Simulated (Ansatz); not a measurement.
# Ge wire along [111], 62 atoms a period, H-terminated: bands by functional, part 2 of 2

What gap, if any, does the Ge wire along [111], 62 atoms a period, H-terminated have, and how does it change with the functional?

Ansatz 0.2.0; DFT PBE, plane waves, PAW; relaxation of a wire's period; PAW set soft_1 (the session's first sound run).

So far. Step 2 (Relaxing the period): The cell's length comes to 9.952 Å with spin left out.

## 3. The perfect wire (continued)

Level of this step: DFT PBE, plane waves, PAW; bands of a perfect wire; PAW set soft_1 (Ansatz).

Electronic bands along the path, in eV, zero at the Fermi level; v1 is the highest filled band, c1 the lowest empty one:

| point | v4 | v3 | v2 | v1 | c1 | c2 | c3 | c4 |
| --- | --- | --- | --- | --- | --- | --- | --- | --- |
| Γ | -1.36 | -1.24 | -1.24 | -0.73 | 0.82 | 1.14 | 1.14 | 1.15 |
| halfway | -1.48 | -1.32 | -1.25 | -1.25 | 0.99 | 0.99 | 1.01 | 1.14 |
| Z | -1.49 | -1.49 | -1.41 | -1.41 | 0.82 | 0.83 | 0.83 | 1.08 |

The gap is 1.54 eV, with spin left out.

The path shows a direct gap of 1.54 eV (valence top at Γ, conduction bottom at Γ).

## 4. Another level of theory, cutoff 500 eV, k-mesh 1×1×7

This step: DFT r2SCAN, plane waves, PAW; bands of a perfect wire at the PBE geometry; PAW set soft_1 (Ansatz 0.2.0).

The atoms stay at the PBE geometry and the functional changes. r2SCAN also reads the kinetic-energy density; it often gives larger moments and wider gaps than PBE, at a higher cost. Against the first PBE run of this kind, the cutoff is 500 eV against 420 and the mesh along the wire has 7 points against 9.

Contents of input.yaml:

```yaml
crystal:
  lattice:
    - [21.566, 0.0, 0.0]
    - [0.0, 21.499, 0.0]
    - [0.0, 0.0, 9.9515955737]
  atoms:
    - { symbol: Ge, position: [0.311571883, 0.500052115, 7.3294e-05] }
    - { symbol: Ge, position: [0.405739455, 0.663667545, 7.3089e-05] }
    - { symbol: Ge, position: [0.5, 0.49999965, 0.999954507] }
    - { symbol: Ge, position: [0.594260545, 0.663667545, 7.3089e-05] }
    - { symbol: Ge, position: [0.311571883, 0.499947885, 0.249926706] }
    - { symbol: Ge, position: [0.405739455, 0.336332455, 0.249926911] }
    - { symbol: Ge, position: [0.40583075, 0.663721757, 0.249927049] }
    - { symbol: Ge, position: [0.5, 0.50000035, 0.250045493] }
    - { symbol: Ge, position: [0.594260545, 0.336332455, 0.249926911] }
    - { symbol: Ge, position: [0.59416925, 0.663721757, 0.249927049] }
    - { symbol: Ge, position: [0.688428117, 0.499947885, 0.249926706] }
    - { symbol: H, position: [0.160549018, 0.496391855, 0.295765369] }
    - { symbol: H, position: [0.202759193, 0.388789988, 0.270220726] }
    - { symbol: H, position: [0.25536581, 0.29738134, 0.270219464] }
    - { symbol: H, position: [0.254771102, 0.642022169, 0.284143448] }
    - { symbol: H, position: [0.327157633, 0.206912426, 0.295760746] }
    - { symbol: H, position: [0.333385629, 0.796694301, 0.29575955] }
    - { symbol: H, position: [0.447387194, 0.813830203, 0.270211578] }
    - { symbol: H, position: [0.5, 0.215952624, 0.284140148] }
    - { symbol: H, position: [0.552612806, 0.813830203, 0.270211578] }
    - { symbol: H, position: [0.666614371, 0.796694301, 0.29575955] }
    - { symbol: H, position: [0.672842367, 0.206912426, 0.295760746] }
    - { symbol: H, position: [0.74463419, 0.29738134, 0.270219464] }
    - { symbol: H, position: [0.745228898, 0.642022169, 0.284143448] }
    - { symbol: H, position: [0.797240807, 0.388789988, 0.270220726] }
    - { symbol: H, position: [0.839450982, 0.496391855, 0.295765369] }
    - { symbol: Ge, position: [0.215028269, 0.453013084, 0.335041739] }
    - { symbol: Ge, position: [0.316946545, 0.275928978, 0.335042304] }
    - { symbol: Ge, position: [0.313836137, 0.607817832, 0.335964545] }
    - { symbol: Ge, position: [0.405371732, 0.445195495, 0.333189389] }
[... 68 atom lines left out ...]
    - { symbol: H, position: [0.745228898, 0.357977831, 0.965856552] }
    - { symbol: H, position: [0.797240807, 0.611210012, 0.979779274] }
    - { symbol: H, position: [0.839450982, 0.503608145, 0.954234631] }
    - { symbol: Ge, position: [0.40583075, 0.336278243, 7.2951e-05] }
    - { symbol: Ge, position: [0.59416925, 0.336278243, 7.2951e-05] }
    - { symbol: Ge, position: [0.688428117, 0.500052115, 7.3294e-05] }
kpoints:
  mp_grid: { grid: [1, 1, 7] }
  band_path: { path: ["Γ", Z], npoints: 90 }
scf:
  occupations: { method: fermi_dirac, width: 0.05 }
hamiltonian:
  xc: r2scan
  pseudopotentials: { kind: paw, azcp: { folder: soft_1 } }
```

Run with:

```
ansatz run input.yaml --threads 16 --pin off --max-ram 61440MiB --backend cuda --events-out ev --progress --plain --runs-dir out --max-vram 78GiB
```

Numbers of over 12 decimals in the logs are rounded to 6 here.

Output:

```text
[...]
Crystal: 104 atoms, lattice volume = 4614.032 Å³
Basis set: ecut = 500 eV, 117197 PW (Γ), exchange–correlation on 640×640×300 points (64 copies of the dense FFT grid, shifted against one another)
Bands: 559, of which v1, the nominal top of the filled ones, is band 455 counted from 1 (454 counted from 0)
Symmetry: 4 space group operations
[...]
k-points: 4 of 7
[...]
SCF iter   1: F=—  HF=-267445.541317 eV  |F-HF|=—  |Δ(HF+E_count)|=         —  Δρ=3.25e-2  dr2=3.94e1  dr2_τ=3.34e-1  ethr=3.10e-3  ⟨swp⟩=6.0  Hψ=8460  notcnv=0  defer=209
[...]
SCF iter   6: F=—  HF=-267440.387343 eV  |F-HF|=—  |Δ(HF+E_count)|=   3.00e-2  Δρ=1.59e-4  dr2=1.12e-3  dr2_τ=3.70e-5  ethr=1.37e-6  ⟨swp⟩=2.0  Hψ=3766  notcnv=0  defer=350
[...]
SCF iter   9: F=—  HF=-267440.392160 eV  |F-HF|=—  |Δ(HF+E_count)|=   1.27e-3  Δρ=6.23e-6  dr2=3.81e-6  dr2_τ=5.65e-8  ethr=4.08e-9  ⟨swp⟩=2.0  Hψ=3941  notcnv=0  defer=350
[...]
SCF iter  11: F=-267440.392170 eV  HF=-267440.392170 eV  |F-HF|=8.95e-8  |Δ(HF+E_count)|=   1.38e-6  Δρ=8.36e-7  dr2=5.82e-8  dr2_τ=6.36e-10  ethr=1.10e-11  ⟨swp⟩=14.5  Hψ=12046  notcnv=0
SCF 1 converged in 11 iterations: F = -267440.392170 eV  dr2 = 5.82e-8
[...]
the band table was solved once the SCF had ended and its energy, with any forces and stress, was formed, with the checks that follow a solve (9306 applications of the Hamiltonian). They found nothing against the state; the energy, forces and stress were not computed again (output.eigenvalues in the input reference)
[...]
SCF converged after 11 iterations
[...]
```

It took 65 s on 1 × NVIDIA GB200 with 16 threads of Arm Neoverse V2, shared host; peak memory 7 GiB; 4.5 min of CPU time.

Numbers from this step:

| Item | Value |
| --- | --- |
| band gap | 1.835 eV |

The electronic bands at the labelled points (eV, zero at the Fermi level; v1 is the highest filled band, c1 the lowest empty one):

| point | v4 | v3 | v2 | v1 | c1 | c2 | c3 | c4 |
| --- | --- | --- | --- | --- | --- | --- | --- | --- |
| Γ | -1.53 | -1.42 | -1.42 | -0.88 | 1.02 | 1.25 | 1.25 | 1.25 |
| halfway | -1.67 | -1.49 | -1.43 | -1.43 | 1.13 | 1.13 | 1.13 | 1.30 |
| Z | -1.68 | -1.68 | -1.60 | -1.60 | 0.96 | 0.97 | 0.97 | 1.25 |

The gap is 1.84 eV, against 1.54 eV under PBE at the relaxed period.

## 5. Outcome

```
cell length, PBE : 9.952 Å
gap, PBE         : 1.54 eV
gap, r2SCAN      : 1.84 eV
```

What this shows: Under PBE the cell's length is 9.95 Å, and a gap of 1.54 eV makes it a semiconductor. At the relaxed period the wire is gapped under every functional, from 1.54 eV (PBE) to 1.84 eV (r2SCAN). Weak screening in one dimension makes quasiparticle gaps larger than the semilocal gaps, as a rule.

[Logs are printed without paths, hosts, clocks, repeated set-up lines and the standing remarks that a program may print on its own settings, such as how far it seeks lower states.]

[Hosts, paths, dates, database ids (printed as entryN), source tags and the programs' standing remarks are cut or masked in the printed files.]
